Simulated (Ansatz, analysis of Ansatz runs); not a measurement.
# PbIF (P4/nmm): a line between two I sites for an added hole, part 2 of 2

Aim: the energy barrier that a trapped hole meets when it moves from one I atom to another one nearby in PbIF (P4/nmm). The model is a cell of 54 host atoms.

Ansatz 0.2.0; plane-wave PAW DFT, PBEsol+U; relaxation of all atoms of a supercell at fixed charge in a uniform background; PAW set soft_1.

So far. Step 2 (The cell without the carrier): The largest displacement from an ideal site is 0.025 Å. Step 3 (The hole on the first site): The largest changes of the moments are 0.80 μB on I28, 0.01 μB on I27 and 0.01 μB on I9. The largest part sits on the chosen site.

In doubt: warnings of the run leave room for a lower electronic state (steps 4, 5), so energies may not be the lowest and differences between runs may mislead.

## 4. The hole on the second site

The same start is made on the second site, to get the end of the hop.

B.relax/input.yaml reads:

```yaml
crystal:
  lattice:
    - [12.47939787, 0.0, 0.0]
    - [0.0, 12.47939787, 0.0]
    - [0.0, 0.0, 9.12477162]
  atoms:
    - { symbol: Pb, position: [-2.4e-05, 0.166684, 0.841924] }
    - { symbol: Pb, position: [0.166547, -0.000117, 0.157131] }
[... 5 atom lines left out ...]
    - { symbol: Pb, position: [0.174276, 0.325737, 0.149155] }
[... 1 atom line left out ...]
    - { symbol: I, position: [0.000112, 0.499868, 0.332637], spin: 1.0 }
[... 1 atom line left out ...]
    - { symbol: F, position: [0.173406, 0.500081, -0.013917] }
[... 1 atom line left out ...]
    - { symbol: Pb, position: [0.174276, 0.674193, 0.149144] }
    - { symbol: I, position: [0.166862, 0.666627, 0.666291] }
[... 12 atom lines left out ...]
    - { symbol: I, position: [0.333441, 0.499952, 0.332826] }
[... 25 atom lines left out ...]
    - { symbol: F, position: [0.833704, 0.833416, -0.000173] }
total_charge: 1
basis:
  ecutwfc: 420
  xc_grid: 2
hamiltonian:
  xc: pbesol
  hubbard:
    sites: [{ species: I, l: p, u_eff: 6.0 }]
    projectors: ortho-atomic
  pseudopotentials: { kind: paw, azcp: { folder: soft_1 }, xc_functional: pbe }
kpoints:
  mp_grid: { grid: [1, 1, 1] }
magnetization:
  spin_polarized: true
  initial_magnetization: 1
  spin_locking: { lock_magnetization: hard }
scf:
  occupations: { method: fermi_dirac, width: 0.01 }
  max_iter: 120
  lower_state_search: "off"
output:
  forces: true
relax:
  f_tol: 0.015
  max_steps: 70
  escape_saddle: false
checkpoint:
  write: "../B.relax.run"
  compress: false
  write_wavefunctions: true
  write_every: 100000
```

The run is started by

```
ansatz run input.yaml --threads 8 --pin off --max-ram 17899MiB --backend cpu --events-out ev --progress --plain --runs-dir out
```

Numbers of over 12 decimals in the logs are rounded to 6 here.

What it wrote:

```text
[...]
Crystal: 54 atoms, lattice volume = 1421.050 Å³
Basis set: ecut = 420 eV, 27799 PW (Γ), exchange–correlation on 180×180×128 points (8 copies of the dense FFT grid, shifted against one another)
Bands: 411, of which v1, the nominal top of the filled ones, is band 342 counted from 1 (341 counted from 0)
Symmetry: 1 space group operations
[...]
k-points: 1
[...]
Starting moments: Σ|m| = 1 μB on 1 of 54 sites
[...]
SCF iter   1: F=—  HF=-359895.046760 eV  |F-HF|=—  |Δ(HF+E_count)|=         —  Δρ=7.37e-2 (↑6.92e-2 ↓7.37e-2)  dr2=4.66e2  dr2_m=7.44e-1  M=1.000 μB ∫|m|=1.117 μB  β_m=0.30  ethr=3.10e-3  ⟨swp⟩=7.0  Hψ=3582  notcnv=0  defer=68
[...]
Occupation matrices written to <dir>
--- Relaxed structure (7 steps of the walk, 7 accepted, 0 SCFs on fresh bases) ---
  F+E_penalty+E_count = -359823.90773713 eV   max|allowed force component| = 1.074e-2 eV/Å
  atoms:
    - { symbol: Pb, position: [0.000140, 0.166441, 0.839088] }
    - { symbol: Pb, position: [0.166657, 6.462514152617772e-6, 0.155771] }
    [... 5 atoms left out ...]
    - { symbol: Pb, position: [0.174389, 0.325747, 0.150754] }
    - { symbol: I, position: [0.165452, 0.334703, 0.665440] }
    - { symbol: I, position: [0.000144, 0.500021, 0.372187] }
    - { symbol: F, position: [0.000139, 0.335209, 0.005981] }
    - { symbol: F, position: [0.164927, 0.500027, 0.006007] }
    [... 1 atom left out ...]
    - { symbol: Pb, position: [0.174404, 0.674272, 0.150736] }
    - { symbol: I, position: [0.165459, 0.665339, 0.665465] }
    [... 12 atoms left out ...]
    - { symbol: I, position: [0.333074, 0.500018, 0.330272] }
    - { symbol: F, position: [0.332923, 0.331456, -0.002887] }
    [... 5 atoms left out ...]
    - { symbol: F, position: [0.332927, 0.668573, -0.002882] }
    [... 19 atoms left out ...]
[key lines of the parts left out:]
SCF converged after 6 iterations
Magnetization: 1.0000 μB (342.0000 up, 341.0000 down)
Free energy (F): -359823.907737 eV
Fermi energy:    6.397182 (↑ 6.874910, ↓ 6.394387) eV
```

It took 2.6 min on 8 threads of Arm Neoverse V2, shared host; peak memory 3.4 GiB; 20 min of CPU time.

Distances from I10 without and with the hole:

| atom | without (Å) | with (Å) |
| --- | --- | --- |
| Pb44 | 3.34 | 3.68 |
| Pb50 | 3.35 | 3.68 |
| Pb8 | 3.35 | 3.68 |
| Pb14 | 3.35 | 3.68 |
| F12 | 3.68 | 3.92 |
| F48 | 3.68 | 3.92 |
| F11 | 3.68 | 3.92 |
| F17 | 3.69 | 3.92 |
| I9 | 4.23 | 3.96 |
| I45 | 4.23 | 3.96 |

The largest changes of the moments are 0.80 μB on I10, 0.01 μB on I9 and 0.01 μB on I45. The largest part sits on the chosen site.

## 5. Points on the line between the two structures

All atoms move on the straight line between the two relaxed structures, 9.17 amu^1/2 Å long in mass-weighted terms. Each point starts from the state of the point before, once from either end, so that both localised states can be followed; the midpoint is also started with the carrier shared.

A.x0500/input.yaml reads:

```yaml
crystal:
  lattice:
    - [12.47939787, 0.0, 0.0]
    - [0.0, 12.47939787, 0.0]
    - [0.0, 0.0, 9.12477162]
  atoms:
    - { symbol: Pb, position: [-0.000739, 0.165695, 0.83659] }
    - { symbol: Pb, position: [0.166773, 4.0e-06, 0.15576] }
[... 5 atom lines left out ...]
    - { symbol: Pb, position: [0.166808, 0.325744, 0.150746] }
    - { symbol: I, position: [0.166801, 0.3347, 0.665433] }
    - { symbol: I, position: [0.00034, 0.500018, 0.351222] }
[... 1 atom line left out ...]
    - { symbol: F, position: [0.166793, 0.500026, 0.005995] }
[... 1 atom line left out ...]
    - { symbol: Pb, position: [0.166814, 0.674271, 0.150721] }
[... 13 atom lines left out ...]
    - { symbol: I, position: [0.333276, 0.500012, 0.351225], spin: 1.0 }
[... 25 atom lines left out ...]
    - { symbol: F, position: [0.83252, 0.833302, -0.004393] }
total_charge: 1
basis:
  ecutwfc: 420
  xc_grid: 2
hamiltonian:
  xc: pbesol
  hubbard:
    sites: [{ species: I, l: p, u_eff: 6.0 }]
    projectors: ortho-atomic
  pseudopotentials: { kind: paw, azcp: { folder: soft_1 }, xc_functional: pbe }
kpoints:
  mp_grid: { grid: [1, 1, 1] }
magnetization:
  spin_polarized: true
  initial_magnetization: 1
  spin_locking: { lock_magnetization: hard }
scf:
  occupations: { method: fermi_dirac, width: 0.01 }
  max_iter: 120
  lower_state_search: "off"
output:
  forces: true
  eigenvalues: true
  eigenstates: { localisation: true }
  write_density: true
  write_potential: true
  volumetric_format: npy
checkpoint:
  read: "../A.x0375.run"
  write: "../A.x0500.run"
  compress: false
  write_wavefunctions: true
  write_every: 100000
```

What it wrote:

```text
[...]
Warning: checkpoint.read: the run can stay near the saved state's solution: 54 site(s) moved relative to the saved geometry (max |Δs| = 5.240e-3 fractional); [...]
[...]
Crystal: 54 atoms, lattice volume = 1421.050 Å³
Basis set: ecut = 420 eV, 27799 PW (Γ), exchange–correlation on 180×180×128 points (8 copies of the dense FFT grid, shifted against one another)
Bands: 411, of which v1, the nominal top of the filled ones, is band 342 counted from 1 (341 counted from 0)
Symmetry: 1 space group operations
[...]
k-points: 1
[...]
Starting moments: Σ|m| = 1 μB on 1 of 54 sites; this step starts from the density that it was given
[...]
SCF iter  21: F=-359823.673261 eV  HF=-359823.673261 eV  |F-HF|=6.75e-9  |Δ(HF+E_count)|=   9.35e-8  Δρ=3.63e-7 (↑8.13e-8 ↓3.63e-7)  dr2=2.42e-9  dr2_m=4.33e-10  M=1.000 μB ∫|m|=1.127 μB  ethr=6.41e-12  ⟨swp⟩=9.0  Hψ=5457  notcnv=0
The SCF converged. Along the directions that its mixing steps explored, a Ritz value of the dielectric operator 1 − χ₀K read negative at each of the last 4 readings (its real part and the size of its imaginary part sum to between -0.019 and -0.018).
SCF 1 converged in 21 iterations: F = -359823.673261 eV  dr2 = 2.42e-9
[...]
No search for a lower state was made along the close's negative reading: the deck asks for none (scf.lower_state_search: off) (following: asked_to_warn; scf.lower_state_search in the input reference).
SCF converged after 21 iterations
Magnetization: 1.0000 μB (342.0000 up, 341.0000 down)
Absolute magnetization: 1.0891 μB (∫|ρ↑−ρ↓|, with the PAW one-centre terms)
[...]
Per-site moments (μB) at R_I (Å): [(0.000382803, 1.042391), (-1.207362879311951e-5, 1.047592), (3.4869237879506296e-5, 1.375200), [... 51 left out ...]
Free energy (F): -359823.673261 eV
[...]
Internal energy: -359823.673261 eV  (E = F + TS)
E sigma→0 (E₀):  -359823.673261 eV
Fermi energy:    6.231386 (↑ 6.910391, ↓ 6.228208) eV
[...]
--- Forces (eV/Å), atoms counted from 1 ---
  atom   1  Pb    -0.06819294     0.05951090     0.00688347
  atom   2  Pb    -0.10567866     0.00018624     0.01103834
  [... 5 atoms left out ...]
  atom   8  Pb    -0.63469374     0.00899575     0.01687555
  atom   9  I      0.13122878     0.00479747    -0.00241040
  atom  10  I      0.08560025    -0.00004830    -0.43989924
  atom  11  F      0.10114771    -0.09491886    -0.02908104
  atom  12  F      0.21635261    -0.00038455     0.00862933
  [... 1 atom left out ...]
  atom  14  Pb    -0.63479117    -0.00852365     0.01744480
  atom  15  I      0.13135756    -0.00487247    -0.00303197
  [... 1 atom left out ...]
  atom  17  F      0.10124371     0.09497134    -0.02958339
  [... 10 atoms left out ...]
  atom  28  I     -0.02044986     0.00015608     0.38115032
  [... 6 atoms left out ...]
  atom  35  F      0.08697566    -0.09872186     0.05472376
  [... 19 atoms left out ...]
  max |Σ_I F_I| component: 5.28e-5 eV/Å
--- Band table (eV) ---
[...]
Occupation matrices written to <dir>
```

Wall time 54 s (8 threads); peak memory 3.3 GiB; 6.9 min of CPU time.

In the SCF lines HF is the Harris–Foulkes energy and dr2 the Hartree energy of the density residual, in eV; the loop may stop once dr2 is under the threshold and the program's other checks hold. Hψ counts applications of the Hamiltonian.

From eigenstates.tsv, first k-point; energies on the run's zero. The participation number counts the atoms that a state is spread over, of 54; bands count from 0.

| spin | band | energy (eV) | occupation | participation | largest share on | share |
| --- | --- | --- | --- | --- | --- | --- |
| down | 335 | 4.952 | 1.00 | 15.0 | I10 | 0.13 |
| down | 336 | 5.024 | 1.00 | 24.2 | I4 | 0.08 |
| down | 337 | 5.027 | 1.00 | 10.5 | I16 | 0.19 |
| down | 338 | 5.148 | 1.00 | 12.5 | I10 | 0.24 |
| down | 339 | 5.169 | 1.00 | 9.8 | I10 | 0.28 |
| down | 340 | 5.187 | 1.00 | 6.1 | I10 | 0.38 |
| down | 341 | 7.268 | 0.00 | 2.4 | I28 | 0.64 |
| down | 342 | 8.639 | 0.00 | 40.1 | Pb26 | 0.04 |
| down | 343 | 9.194 | 0.00 | 33.4 | Pb26 | 0.06 |
| down | 344 | 9.226 | 0.00 | 35.0 | Pb43 | 0.05 |
| down | 345 | 9.235 | 0.00 | 34.1 | Pb19 | 0.06 |
| up | 336 | 4.964 | 1.00 | 16.6 | I45 | 0.12 |
| up | 337 | 5.022 | 1.00 | 10.6 | I4 | 0.19 |
| up | 338 | 5.036 | 1.00 | 26.0 | I16 | 0.07 |
| up | 339 | 5.147 | 1.00 | 12.6 | I10 | 0.24 |
| up | 340 | 5.172 | 1.00 | 9.4 | I10 | 0.28 |
| up | 341 | 5.185 | 1.00 | 6.1 | I10 | 0.38 |
| up | 342 | 8.633 | 0.00 | 40.1 | Pb26 | 0.04 |
| up | 343 | 9.134 | 0.00 | 33.9 | Pb25 | 0.06 |
| up | 344 | 9.189 | 0.00 | 33.1 | Pb26 | 0.06 |
| up | 345 | 9.222 | 0.00 | 35.1 | Pb43 | 0.05 |
| up | 346 | 9.230 | 0.00 | 33.9 | Pb31 | 0.05 |

Under PBEsol+U (6 eV) at the zone centre alone, the highest filled state is spin down, spread over 6 of 54 atoms, and the lowest empty one, 2.08 eV above it, is spin down, spread over 2 of 54 atoms.

The largest moments in the atoms' spheres: I28 0.76, I15 0.01, I9 0.01, I33 0.00, I27 0.00, I39 0.00 μB.

Spin density in the ac plane at fractional y = 0.500, through the centre, with atoms of Pb and I and F within 0.45 Å of it.

Ten even steps from '0' (-0.03 e/Å³) to '9' (0.24 e/Å³), each cell a mean:
```
11111111111111111111111111111111111
11111111111111111111111111111111111
11111111111111111111111111111111111
11111111111111111111111111111111111
11111111111111111111111111111111111
11111111111111111111111111111111111
11111111111111111111111111111111111
11111111111111111111111111111111111
11111111111111111111111111111111111
11111111111111111111111111111111111
11111111111111111111111111111111111
11111111123332111111111111111111111
11111111136885211111111111111111111
11111111247985211111111111111111111
11111111123971111111111111111111111
11111110000540000111111111111111111
11111111112894211111111111111111111
11111111125886311111111111111111111
11111111124665311111111111111111111
11111111112332111111111111111111111
11111111111111111111111111111111111
11111111111111111111111111111111111
11111111111111111111111111111111111
11111111111111111111111111111111111
```
Columns run along a (12.5 Å), rows up along c (9.1 Å). Atoms in or near the plane, at fractional coordinates: Pb at (0.00, 0.85), I at (0.00, 0.35), F at (0.17, 0.01), Pb at (0.33, 0.85), I at (0.33, 0.35), F at (0.50, 0.00), Pb at (0.67, 0.84), I at (0.67, 0.33), F at (0.83, 0.00).

Valence density in the ac plane at fractional y = 0.500, through the centre, with atoms of Pb and I and F within 0.45 Å of it. It is the smooth field of the valence electrons, not physical close to the nuclei.

Ten steps, logarithmic in the rise over the least value, from '0' (0 e/Å³) to '9' (13 e/Å³), each cell a mean:
```
32125886312222136885212221247874222
65323443224664224543234553224542245
87521111246876421111257775311111367
87521000247887420001367886310001468
76420000146776410001257875310001357
54310000124554210000135654200000235
22100000012222100000012321100000112
00000000000000000000000000000000000
00000000000000000000000000000000000
00000000000000000000000000000000000
00000000000000000000000000000000000
11100000001111000000000100000000011
33210000012332100000012221100000123
65321000134664310000134443210001246
98531001247997421001247874310002369
98531001248998421001369996320002379
87421001236886321001358996320002358
54321000123543210001246764210001234
22210000012222100000123332110000122
11000000000000000000011221100000011
00000110000000000110000000001100000
00012342100000012332000000013331000
00024775200000025764100000136763100
00126997310000147995200000258984100
```
Columns run along a (12.5 Å), rows up along c (9.1 Å). Atoms in or near the plane, at fractional coordinates: Pb at (0.00, 0.85), I at (0.00, 0.35), F at (0.17, 0.01), Pb at (0.33, 0.85), I at (0.33, 0.35), F at (0.50, 0.00), Pb at (0.67, 0.84), I at (0.67, 0.33), F at (0.83, 0.00).

Electrostatic potential energy in the ac plane at fractional y = 0.500, through the centre, with atoms of Pb and I and F within 0.45 Å of it. With pseudopotentials it is smooth inside the atoms' cores, unlike the true potential.

Values in eV, 13 rows by 16 columns, each cell a mean:
```
-12   5 -13  -2  -2 -15   0  -6 -12   5 -10  -4   3 -18   3  -8
-33  -7  10   7 -23 -32 -20   8   9  -9 -33 -29   4  10   2 -31
-32  -3  10   8 -18 -33 -16   8   9  -8 -33 -28   4  10   4 -28
 -2   8  11  11   4  -4   5  11  11   7  -6  -1   9  12  10   1
 11  12  13  12  11  10  11  12  12  12  10  11  12  13  12  11
 13  13  13  13  11  10  11  13  13  13  13  13  13  13  13  13
  6  12  13  12   7   1   8  12  13  13  10  11  13  14  13   8
-20   2  13  10 -15 -24 -12  11  13   4 -18 -12  11  13   9 -19
 -9  -5  12   9 -20  -6 -19   9  11  -9  -6 -18   6  13   5 -18
-14   7  11  10  -5 -21  -3  10  11   1 -21 -16   9  12  10  -9
 11  12  11  10   8   7   8  10  10  10   7   9  11  11  11  11
 12  11   7   9  10  10  10   9   8  11  11  11  11   7  11  12
  9   9 -27 -11   9   8   9 -14 -23   9   9  10   1 -30   2   9
```
Columns run along a (12.5 Å; values clipped at the 3rd and 97th percentile), rows up along c (9.1 Å). Atoms in or near the plane, at fractional coordinates: Pb at (0.00, 0.85), I at (0.00, 0.35), F at (0.17, 0.01), Pb at (0.33, 0.85), I at (0.33, 0.35), F at (0.50, 0.00), Pb at (0.67, 0.84), I at (0.67, 0.33), F at (0.83, 0.00).

Free energies from the first end:

| started from | fraction | energy (eV) | moment change on I28 (μB) | on I10 (μB) |
| --- | --- | --- | --- | --- |
| first site | 0 | 0.000 | 0.80 | 0.00 |
| first site | 0.125 | 0.015 | 0.79 | 0.00 |
| first site | 0.25 | 0.059 | 0.78 | 0.00 |
| first site | 0.375 | 0.132 | 0.77 | 0.00 |
| first site | 0.5 | 0.234 | 0.76 | 0.00 |
| first site | 0.625 | 0.365 | 0.75 | 0.00 |
| second site | 0.875 | 0.015 | 0.00 | 0.79 |
| second site | 0.75 | 0.059 | 0.00 | 0.78 |
| second site | 0.625 | 0.132 | 0.00 | 0.77 |
| second site | 0.5 | 0.234 | 0.00 | 0.76 |
| second site | 0.375 | 0.365 | 0.00 | 0.75 |
| shared | 0.5 | 0.196 | 0.00 | 0.76 |
| second site | 1 | 0.000 | 0.00 | 0.80 |

## 6. What came out

| Item | Value |
| --- | --- |
| distance of the two sites without the carrier | 4.16 Å |

The starts reach different electronic states with the carrier on the same site, so more than one localised state is in play, the ends need not be the lowest, and the line gives no barrier. No run compares the localised hole with one spread in the band, so its binding is unknown. Holes in halides commonly bind two halogen atoms into a pair. A U on single atoms favours the one-atom state followed here, and no pair was tried, so these numbers may not belong to the actual polaron. The program's search for lower electronic states was switched off in all runs, so that each state is followed; none is shown to be the lowest at its structure. No image-charge correction is applied; it nearly cancels along the line while the charge stays localised. Keep in mind: sampling at the zone centre alone can move energies of charged and open-shell states by tenths of an eV or more in cells of this size; gap and trapping depend on the U chosen (I p 6.0 eV); spin–orbit coupling, which can matter with heavy atoms, is left out.

[Logs are printed without paths, hosts, clocks, repeated set-up lines and the standing remarks that a program may print on its own settings, such as how far it seeks lower states.]

[Hosts, paths, dates, database ids (printed as entryN), source tags and the programs' standing remarks are cut or masked in the printed files.]
